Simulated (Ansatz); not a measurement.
**BaTiO3 (Pm-3m): converging the G0W0 gap**

Wanted: a G0W0 gap for BaTiO3 (Pm-3m) that is converged in bands and cutoff, or an estimate of the limit.

Calculated with Ansatz 0.2.0; G0W0 on LDA, plane waves, PAW.

### Step 1. Starting point

It takes space group Pm-3m (No. 221, cubic). Conventional cell: a = 4.006 Å, b = 4.006 Å, c = 4.006 Å, α = 90.00°, β = 90.00°, γ = 90.00°. Nearest to Ba lie 12 O at 2.83 Å. Nearest to Ti lie 6 O at 2.00 Å. Nearest to O lie 2 Ti at 2.00 Å and 4 Ba at 2.83 Å. Farther neighbours and most contacts between anions are not listed.

The cell and positions come from the Crystallography Open Database and are kept as given unless a step says otherwise. Spin-orbit coupling is left out unless a step names it. The default PAW set here is soft_2. Its files were made with PBE.

### Step 2. 83 empty bands, screening to 69 eV

Now the one-shot GW correction: screening in the RPA, then the self-energy of the levels asked for.

input.yaml

```yaml
crystal:
  lattice:
    - [4.006, 0.0, 0.0]
    - [0.0, 4.006, 0.0]
    - [0.0, 0.0, 4.006]
  atoms:
    - { symbol: Ba, position: [0.5, 0.5, 0.5] }
    - { symbol: Ti, position: [0.0, 0.0, 0.0] }
    - { symbol: O, position: [0.5, 0.0, 0.0] }
    - { symbol: O, position: [0.0, 0.5, 0.0] }
    - { symbol: O, position: [0.0, 0.0, 0.5] }
kpoints:
  mp_grid: { grid: [4, 4, 4] }
hamiltonian:
  xc: lda
scf:
  occupations: { method: fixed }
gw:
  n_empty_bands: 83
  ecut_chi: 69
  qp_bands: [v2, c2]
  qp_kpoints: band_edges
  screening: { model: contour_deformation }
```

Command:

```sh
$ ansatz run input.yaml --threads 3 --pin off --max-ram 92160MiB --backend cuda --events-out ev --progress --plain --runs-dir out --devices 1 --max-vram 13GiB  # rebuilt from the run's record
```

Numbers of over 12 decimals in the logs are rounded to 6 here.

The log of the run:

```text
GPUs: using 1 of 1 available (devices: 1).
Engine: ansatz 0.2.0, x86_64-unknown-linux-gnu
Pseudopotentials: kind: paw
Pseudopotential: Ba, paw, valence charge 10, recommended cutoff 420 eV (normal), Ba.paw.azcp
Pseudopotential: Ti, paw, valence charge 12, recommended cutoff 420 eV (normal), Ti.paw.azcp
Pseudopotential: O, paw, valence charge 6, recommended cutoff 420 eV (normal), O.paw.azcp
Functional definition: SPW92
  exchange = slater_x
  correlation = pw_c
device memory: the entry about to start is reckoned to put 0.6 GiB on a device that reports 26.8 GiB free (of which the cap on the GPU budget leaves the run 13.0 GiB)
GPU FFT provider: cuFFT
GPU libraries: cuBLAS 13.8.2, cuFFT 12.4.0, cuSOLVER 12.3.4
Crystal: 5 atoms, lattice volume = 64.288 Å³
Basis set: ecut = 420 eV, 1237 PW (Γ)
Bands: 25, of which v1, the nominal top of the filled ones, is band 20 counted from 1 (19 counted from 0)
Symmetry: 48 space group operations
Space group: Pm-3m (ITA 221), of the structure as read, at distance tolerance 4.0e-5 Å
k-points: 10 of 64
Non-local potential: Ba, projectors of the file, l = 0: 3, l = 1: 2, l = 2: 2, l = 3: 2
Non-local potential: Ti, projectors of the file, l = 0: 3, l = 1: 2, l = 2: 3, l = 3: 1
Non-local potential: O, projectors of the file, l = 0: 2, l = 1: 2, l = 2: 1
PAW form: soft (Blöchl's): semilocal exchange-correlation on the pseudo side does not see the compensation charge
PAW frozen core: Ba, regenerated for the run's functional, and the local potential with it (the file was generated under x = pbe(κ = 0.804, μ = 0.219515), c = pbe(β = 0.066725))
PAW frozen core: Ti, regenerated for the run's functional, and the local potential with it (the file was generated under x = pbe(κ = 0.804, μ = 0.219515), c = pbe(β = 0.066725))
PAW frozen core: O, regenerated for the run's functional, and the local potential with it (the file was generated under x = pbe(κ = 0.804, μ = 0.219515), c = pbe(β = 0.066725))
PAW one-centre angular grid: Ba, 194 points (default); XC on 64 Gauss nodes
PAW one-centre angular grid: Ti, 590 points (default); XC on 64 Gauss nodes
PAW one-centre angular grid: O, 110 points (default); XC on 64 Gauss nodes
Initial density: superposition of atomic densities (neutral atoms: chi_scale 0, normalization atom), corrected by the library's trained network
Initial wavefunctions: pseudopotential atomic-orbital guess
GPU buffer pool allocated for 19683 grid points (all kernels)
GPU transforms: local potential and band sums: pruned to the plane-wave sphere, on 27×27×27
Functional: x = slater, c = lda
SCF iter   1: F=—  HF=-9904.418014 eV  |F-HF|=—  |Δ(HF+E_count)|=         —  Δρ=1.83e-2  dr2=2.09e-1  ethr=1.77e-3  ⟨swp⟩=4.3  Hψ=1065  notcnv=0  defer=12
preconditioner: auto → Resta (q_TF=auto, 2.521 Å⁻¹)  ε∞=6.1  [insulator: Δε(μ)=1.463 eV  Ē_g=11.641 eV  n_scr=18 (ndim 8)  ℏωp=26.2 eV  f_vac=0.000  ε∞_Penn≈6.1]
SCF iter   2: F=—  HF=-9904.386764 eV  |F-HF|=—  |Δ(HF+E_count)|=   3.12e-2  Δρ=1.05e-2  dr2=6.07e-2  ethr=5.22e-4  ⟨swp⟩=2.2  Hψ=456  notcnv=0  defer=21
SCF iter   3: F=—  HF=-9904.375805 eV  |F-HF|=—  |Δ(HF+E_count)|=   1.10e-2  Δρ=2.81e-3  dr2=3.54e-3  ethr=1.52e-4  ⟨swp⟩=2.4  Hψ=371  notcnv=0  defer=23
SCF iter   4: F=—  HF=-9904.374938 eV  |F-HF|=—  |Δ(HF+E_count)|=   8.66e-4  Δρ=7.81e-4  dr2=2.69e-4  ethr=8.85e-6  ⟨swp⟩=2.4  Hψ=467  notcnv=0  defer=25
SCF iter   5: F=—  HF=-9904.374896 eV  |F-HF|=—  |Δ(HF+E_count)|=   4.20e-5  Δρ=1.50e-4  dr2=1.45e-5  ethr=6.71e-7  ⟨swp⟩=2.1  Hψ=412  notcnv=0  defer=20
SCF iter   6: F=—  HF=-9904.374896 eV  |F-HF|=—  |Δ(HF+E_count)|=   4.79e-7  Δρ=6.63e-5  dr2=3.05e-6  ethr=3.62e-8  ⟨swp⟩=2.2  Hψ=378  notcnv=0  defer=10
SCF iter   7: F=—  HF=-9904.374895 eV  |F-HF|=—  |Δ(HF+E_count)|=   4.79e-7  Δρ=1.80e-5  dr2=1.98e-7  ethr=7.63e-9  ⟨swp⟩=1.9  Hψ=254  notcnv=0  defer=10
SCF iter   8: F=-9904.374895 eV  HF=-9904.374895 eV  |F-HF|=6.91e-11  |Δ(HF+E_count)|=   3.26e-8  Δρ=1.08e-6  dr2=8.08e-10  ethr=2.50e-10  ⟨swp⟩=7.8  Hψ=1005  notcnv=0
SCF 1 converged in 8 iterations: F = -9904.374895 eV  dr2 = 8.08e-10
  greatest PAW one-centre occupation: 0.999 electrons in one spin orbital (limit 2), on the Ti atom at site 1 (counted from 0), in its partial waves of l = 0
device memory: the entry about to start is reckoned to put 0.7 GiB on a device that reports 26.8 GiB free (of which the cap on the GPU budget leaves the run 13.0 GiB)
NSCF: frozen V_eff on 10 k-points, pencils in batches of 32, up to order 100
the band table was solved once the SCF had ended and its energy, with any forces and stress, was formed, with the checks that follow a solve (1072 applications of the Hamiltonian). They found nothing against the state; the energy, forces and stress were not computed again (output.eigenvalues in the input reference)
device memory: the entry about to start is reckoned to put 1.9 GiB on a device that reports 26.8 GiB free (of which the cap on the GPU budget leaves the run 13.0 GiB)
NSCF: frozen V_eff on 10 k-points
G₀W₀ screening: q 1/10
[... further progress lines ...]
SCF converged after 8 iterations
Free energy (F): -9904.374895 eV
Harris-Foulkes:  -9904.374895 eV  (|F-HF|=6.91e-11)
Internal energy: -9904.374895 eV  (E = F + TS)
E sigma→0 (E₀):  -9904.374895 eV
Fermi energy:    9.888463 eV
--- Per-component energies (eV) ---
  E_band       = -151.812281
  E_kinetic    = 964.011416
  E_local      = -2100.621733  (includes V_loc(G=0)·N_el)
  E_nonlocal   = 215.793497
  E_hartree    = 812.997515
  E_xc         = -484.652698
  E_vxc        = -541.851877  (∫ρ·V_xc dr)
  E_paw        = -6494.403341  (= ΣΔE_a)
  E_vpaw       = -315.146395  (= ΣTr[D̂ρ^β])
  E_aug_tail   = 0.007422  (compensation charges beyond the density's cutoff)
  E_ewald      = -2818.406203
  E_core_change = 0.899230  (= ΣΔE_core)
  E_smearing   = -0.000000  (= −TS)
  E_closure    = -0.000000  (closes the sum)
  Σ components = -9904.374895   (vs F -9904.374895, Δ=0.00e0)
--- Band table (eV; the first three rows and the last of 10) ---
  k-point 0: bands = [... 16 lower, 8.7651, 9.7838, 9.7838, 9.7838, 11.5904, 11.5904, 11.5904, 13.8566, ... 1 higher]
  k-point 1: bands = [... 16 lower, 8.3403, 8.6779, 9.4496, 9.4496, 11.6545, 12.5688, 12.5688, 13.8600, ... 1 higher]
  k-point 2: bands = [... 16 lower, 8.0498, 8.0498, 9.2093, 9.2093, 11.7211, 13.3598, 13.3598, 13.8625, ... 1 higher]
  k-point 9: bands = [... 16 lower, 7.5356, 9.8885, 9.8885, 9.8885, 14.0448, 14.0448, 14.0448, 16.6560, ... 1 higher]
--- G₀W₀: contour deformation, 6 samples at zero and on the imaginary axis and 1 off it, 64 q-points, 83 empty bands' worth ---
  eigenvalues of the whole cell's RPA ε∞ on this k-mesh (on a slab, of 1 + 4πα/V) = 7.3623, 7.3623, 7.3623; static W/v taken at q = 0 is 0.135827
  gw.qp_kpoints: band_edges: 9 of 10 stored k-points solved, in 1 pass; an edge of the gap read off the rows below is read off those points alone
    valence top: of the k-points left out ik 6 came nearest to being solved in a further pass, in band 20 (counted from 1, as in the quasiparticle table): it holds the edge there only if its correction is more favourable than any solved in that band by at least 0.569 eV; those differ by 0.072 eV
    conduction bottom: of the k-points left out ik 6 came nearest to being solved in a further pass, in band 21 (counted from 1, as in the quasiparticle table): it holds the edge there only if its correction is more favourable than any solved in that band by at least 1.403 eV; those differ by 0.058 eV
  `?` marks the rows in doubt; gw_qp.tsv's column doubts and the gw_qp event give each row's grounds
    ik  band        ε_KS         Σx   Σc(E_QP)       V_xc       Z   E_QP_lin       E_QP  E_QP is
     0    19      9.7838   -25.9645     4.7418   -21.4124  0.7239     9.9728     9.9736  root
     0    20      9.7838   -25.9645     4.7418   -21.4124  0.7239     9.9728     9.9736  root
     0    21     11.5904   -12.5945    -6.2955   -20.5915  0.7321    13.4145    13.2920  root ?
     0    22     11.5904   -12.5945    -6.2955   -20.5915  0.7321    13.4145    13.2920  root ?
     1    19      9.4496   -25.6233     4.6841   -21.1177  0.7208     9.6274     9.6281  root
     1    20      9.4496   -25.6233     4.6841   -21.1177  0.7208     9.6274     9.6281  root
     1    21     11.6545   -12.7212    -6.3922   -20.8320  0.7295    13.5031    13.3730  root ?
     1    22     12.5688   -14.1721    -6.2119   -22.0623  0.7096    14.3745    14.2471  root ?
     2    19      9.2093   -25.6876     4.8705   -20.9501  0.7182     9.3419     9.3423  root
     2    20      9.2093   -25.6876     4.8705   -20.9501  0.7182     9.3419     9.3423  root
     2    21     11.7211   -12.8611    -6.4965   -21.0940  0.7267    13.5959    13.4575  root ?
     2    22     13.3598   -14.8066    -6.8155   -23.3079  0.6856    15.2068    15.0456  root ?
     3    19      8.9587   -24.9841     4.4195   -20.7594  0.7180     9.1527     9.1536  root
     3    20      9.4383   -25.3824     4.8544   -20.6648  0.7134     9.5747     9.5751  root
     3    21     12.5232   -13.9769    -6.3210   -21.9891  0.7109    14.3460    14.2143  root ?
     3    22     12.6637   -14.3258    -6.3312   -22.3464  0.7055    14.4872    14.3530  root ?
     4    19      8.8054   -24.8076     4.8978   -19.9987  0.7045     8.8941     8.8943  root
     4    20      9.4110   -25.1126     4.9209   -20.3098  0.7099     9.5288     9.5292  root
     4    21     12.6218   -14.1612    -6.4263   -22.2883  0.7067    14.4614    14.3227  root ?
     4    22     13.3688   -14.7710    -6.8813   -23.3420  0.6849    15.2215    15.0585  root ?
     5    19      9.0546   -25.1240     4.9203   -20.2760  0.7104     9.1269     9.1270  root
     5    20      9.8398   -25.6295     5.0240   -20.7508  0.7130     9.9846     9.9851  root
     5    21     13.3793   -14.7582    -6.9303   -23.3812  0.6844    15.2369    15.0719  root ?
     5    22     13.3793   -14.7582    -6.9303   -23.3812  0.6844    15.2369    15.0719  root ?
     7    19      9.3126   -25.0221     4.9823   -20.1333  0.7089     9.4058     9.4060  root
     7    20      9.3936   -24.9430     4.9404   -20.1232  0.7085     9.5139     9.5143  root
     7    21     13.1339   -14.3844    -6.7305   -22.8101  0.6941    14.9774    14.8291  root ?
     7    22     13.5734   -14.2276    -7.1848   -23.1006  0.6821    15.4255    15.2615  root ?
     8    19      9.3798   -25.1408     4.9902   -20.2550  0.7097     9.4839     9.4842  root
     8    20      9.8643   -25.6911     5.0259   -20.8198  0.7133    10.0184    10.0189  root
     8    21     13.6844   -14.7075    -7.1801   -23.5736  0.6762    15.5377    15.3704  root ?
     8    22     13.6844   -14.7075    -7.1801   -23.5736  0.6762    15.5377    15.3704  root ?
     9    19      9.8885   -25.7560     5.0286   -20.8926  0.7134    10.0531    10.0537  root
     9    20      9.8885   -25.7560     5.0286   -20.8926  0.7134    10.0531    10.0537  root
     9    21     14.0448   -14.7009    -7.6026   -23.9814  0.6610    15.8961    15.7227  root ?
     9    22     14.0448   -14.7009    -7.6026   -23.9814  0.6610    15.8961    15.7227  root ?
```

It took 8 s on 1 × NVIDIA H100 80GB HBM3 (shared by 6 runs) with 3 threads of AMD EPYC 7R13 (Zen 3), shared host; peak memory 1 GiB; 10 s of CPU time.

Numbers from this step:

```yaml
bands_summed: 103
rpa_eps_infinity_on_this_mesh_eigenvalues: 7.362, 7.362, 7.362
plane_waves_in_the_screening_matrix: 81
q_points_in_the_mesh: 64
g0w0_gap_on_the_mesh: 3.238 eV
k_of_the_valence_top: -0.5, -0.5, -0.5
k_of_the_conduction_bottom: 0, 0, 0
starting_gap_on_the_mesh: 1.702 eV
z_at_the_valence_top: 0.7134
z_at_the_conduction_bottom: 0.7321
least_direct_g0w0_gap_on_the_computed_points: 3.318 eV
```

The gap on the mesh goes from 1.70 eV to 3.24 eV, a correction of +1.54 eV. The program marks an edge row as in doubt. Between the two edge states, bare exchange in place of the xc potential would open the gap by 12.86 eV, and correlation takes back 11.32 eV.

### Step 3. 236 empty bands, screening to 138 eV

Another rung: the empty bands reach about as high as the screening cutoff, so the two stay in balance.

input.yaml, as its differences from that of step 2:

```diff
@@ -18,4 +18,4 @@
 gw:
-  n_empty_bands: 83
-  ecut_chi: 69
+  n_empty_bands: 236
+  ecut_chi: 138
   qp_bands: [v2, c2]
```

The log of the run:

```text
GPUs: using 1 of 1 available (devices: 1).
[...]
GPU FFT provider: cuFFT
GPU libraries: cuBLAS 13.8.2, cuFFT 12.4.0, cuSOLVER 12.3.4
Crystal: 5 atoms, lattice volume = 64.288 Å³
Basis set: ecut = 420 eV, 1237 PW (Γ)
Bands: 25, of which v1, the nominal top of the filled ones, is band 20 counted from 1 (19 counted from 0)
Symmetry: 48 space group operations
[...]
k-points: 10 of 64
[...]
GPU buffer pool allocated for 19683 grid points (all kernels)
[...]
SCF iter   1: F=—  HF=-9904.418014 eV  |F-HF|=—  |Δ(HF+E_count)|=         —  Δρ=1.83e-2  dr2=2.09e-1  ethr=1.77e-3  ⟨swp⟩=4.3  Hψ=1065  notcnv=0  defer=12
[...]
SCF iter   8: F=-9904.374895 eV  HF=-9904.374895 eV  |F-HF|=6.91e-11  |Δ(HF+E_count)|=   3.26e-8  Δρ=1.08e-6  dr2=8.08e-10  ethr=2.50e-10  ⟨swp⟩=7.8  Hψ=1005  notcnv=0
SCF 1 converged in 8 iterations: F = -9904.374895 eV  dr2 = 8.08e-10
[...]
NSCF: frozen V_eff on 10 k-points, pencils in batches of 32, up to order 100
[...]
NSCF: frozen V_eff on 10 k-points
G₀W₀ screening: q 1/10
[... further progress lines ...]
SCF converged after 8 iterations
Free energy (F): -9904.374895 eV
[...]
Internal energy: -9904.374895 eV  (E = F + TS)
E sigma→0 (E₀):  -9904.374895 eV
Fermi energy:    9.888463 eV
[...]
--- Band table (eV; the first three rows and the last of 10) ---
  k-point 0: bands = [... 16 lower, 8.7651, 9.7838, 9.7838, 9.7838, 11.5904, 11.5904, 11.5904, 13.8566, ... 1 higher]
  k-point 1: bands = [... 16 lower, 8.3403, 8.6779, 9.4496, 9.4496, 11.6545, 12.5688, 12.5688, 13.8600, ... 1 higher]
  k-point 2: bands = [... 16 lower, 8.0498, 8.0498, 9.2093, 9.2093, 11.7211, 13.3598, 13.3598, 13.8625, ... 1 higher]
  k-point 9: bands = [... 16 lower, 7.5356, 9.8885, 9.8885, 9.8885, 14.0448, 14.0448, 14.0448, 16.6560, ... 1 higher]
[...]
bands read: the sum over 256 bands ends inside a degenerate multiplet in 2 slots, whose members it reads at an even weight; the widest, k=0: bands 256 to 258 (counted from 1) at 1/3 each
[...]
0    19      9.7838   -25.9645     4.3825   -21.4124  0.7164     9.6136     9.6143  root
     0    20      9.7838   -25.9645     4.3825   -21.4124  0.7164     9.6136     9.6143  root
     0    21     11.5904   -12.5945    -6.6475   -20.5915  0.7269    12.9915    12.9399  root
     0    22     11.5904   -12.5945    -6.6475   -20.5915  0.7269    12.9915    12.9399  root
     1    19      9.4496   -25.6233     4.3351   -21.1177  0.7137     9.2784     9.2791  root
     1    20      9.4496   -25.6233     4.3351   -21.1177  0.7137     9.2784     9.2791  root
     1    21     11.6545   -12.7212    -6.7441   -20.8320  0.7243    13.0756    13.0211  root
     1    22     12.5688   -14.1721    -6.5879   -22.0623  0.7032    13.9276    13.8712  root
[...]
9    19      9.8885   -25.7560     4.6998   -20.8926  0.7053     9.7243     9.7249  root
     9    20      9.8885   -25.7560     4.6998   -20.8926  0.7053     9.7243     9.7249  root
     9    21     14.0448   -14.7009    -7.9948   -23.9814  0.6530    15.4146    15.3305  root
     9    22     14.0448   -14.7009    -7.9948   -23.9814  0.6530    15.4146    15.3305  root
```

Run time: 6.6 s. Hardware: 1 × NVIDIA H100 80GB HBM3 (shared by 6 runs) with 3 threads; peak memory 1.2 GiB.

This step gave:

- bands summed: 256
- RPA ε∞ on this mesh (eigenvalues): 7.272, 7.272, 7.272
- plane waves in the screening matrix: 251
- q-points in the mesh: 64
- G0W0 gap on the mesh: 3.215 eV
- k of the valence top: -0.5, -0.5, -0.5
- k of the conduction bottom: 0, 0, 0
- starting gap on the mesh: 1.702 eV
- Z at the valence top: 0.7053
- Z at the conduction bottom: 0.7269
- least direct G0W0 gap on the computed points: 3.326 eV

Against the run with 4×4×4 mesh, 83 empty bands, screening to 69 eV, the gap moves by −0.02 eV.

### Step 4. 509 empty bands, screening to 230 eV

input.yaml, as its differences from that of step 3:

```diff
@@ -18,4 +18,4 @@
 gw:
-  n_empty_bands: 236
-  ecut_chi: 138
+  n_empty_bands: 509
+  ecut_chi: 230.0
   qp_bands: [v2, c2]
```

The log of the run:

```text
GPUs: using 1 of 1 available (devices: 1).
[...]
GPU FFT provider: cuFFT
GPU libraries: cuBLAS 13.8.2, cuFFT 12.4.0, cuSOLVER 12.3.4
Crystal: 5 atoms, lattice volume = 64.288 Å³
Basis set: ecut = 420 eV, 1237 PW (Γ)
Bands: 25, of which v1, the nominal top of the filled ones, is band 20 counted from 1 (19 counted from 0)
Symmetry: 48 space group operations
[...]
k-points: 10 of 64
[...]
1    22     12.5688   -14.1721    -6.7686   -22.0623  0.6999    13.7298    13.6905  root
[...]
9    19      9.8885   -25.7560     4.4786   -20.8926  0.7008     9.5000     9.5038  root
     9    20      9.8885   -25.7560     4.4786   -20.8926  0.7008     9.5000     9.5038  root
     9    21     14.0448   -14.7009    -8.1839   -23.9814  0.6487    15.1985    15.1414  root
     9    22     14.0448   -14.7009    -8.1839   -23.9814  0.6487    15.1985    15.1414  root
[key lines of the parts left out:]
SCF converged after 8 iterations
Free energy (F): -9904.374895 eV
Fermi energy:    9.888463 eV
```

Wall time 13 s (1 × NVIDIA H100 80GB HBM3 (shared by 6 runs) with 3 threads); peak memory 1.6 GiB.

This step gave:

- bands summed: 529
- RPA ε∞ on this mesh (eigenvalues): 7.256, 7.256, 7.256
- plane waves in the screening matrix: 485
- G0W0 gap on the mesh: 3.279 eV
- k of the valence top: -0.5, -0.5, -0.5
- k of the conduction bottom: 0, 0, 0
- starting gap on the mesh: 1.702 eV
- least direct G0W0 gap on the computed points: 3.406 eV

Against the run with 4×4×4 mesh, 236 empty bands, screening to 138 eV, the gap moves by +0.06 eV.

(Continued in part 2 of 2.)

[Paths, hosts, dates, memory and timing lines, banners, echoed tables and standing remarks are left out of the program output.]

[Logs are printed without paths, hosts, clocks, repeated set-up lines and the standing remarks that a program may print on its own settings, such as how far it seeks lower states.]

[Runs of the session that timed out or met a known fault of the program may be left out.]

[Cells called generated may have been cut or substituted from an entry of the Crystallography Open Database or the Materials Project.]

[Hosts, paths, dates, database ids (printed as entryN), source tags and the programs' standing remarks are cut or masked in the printed files.]
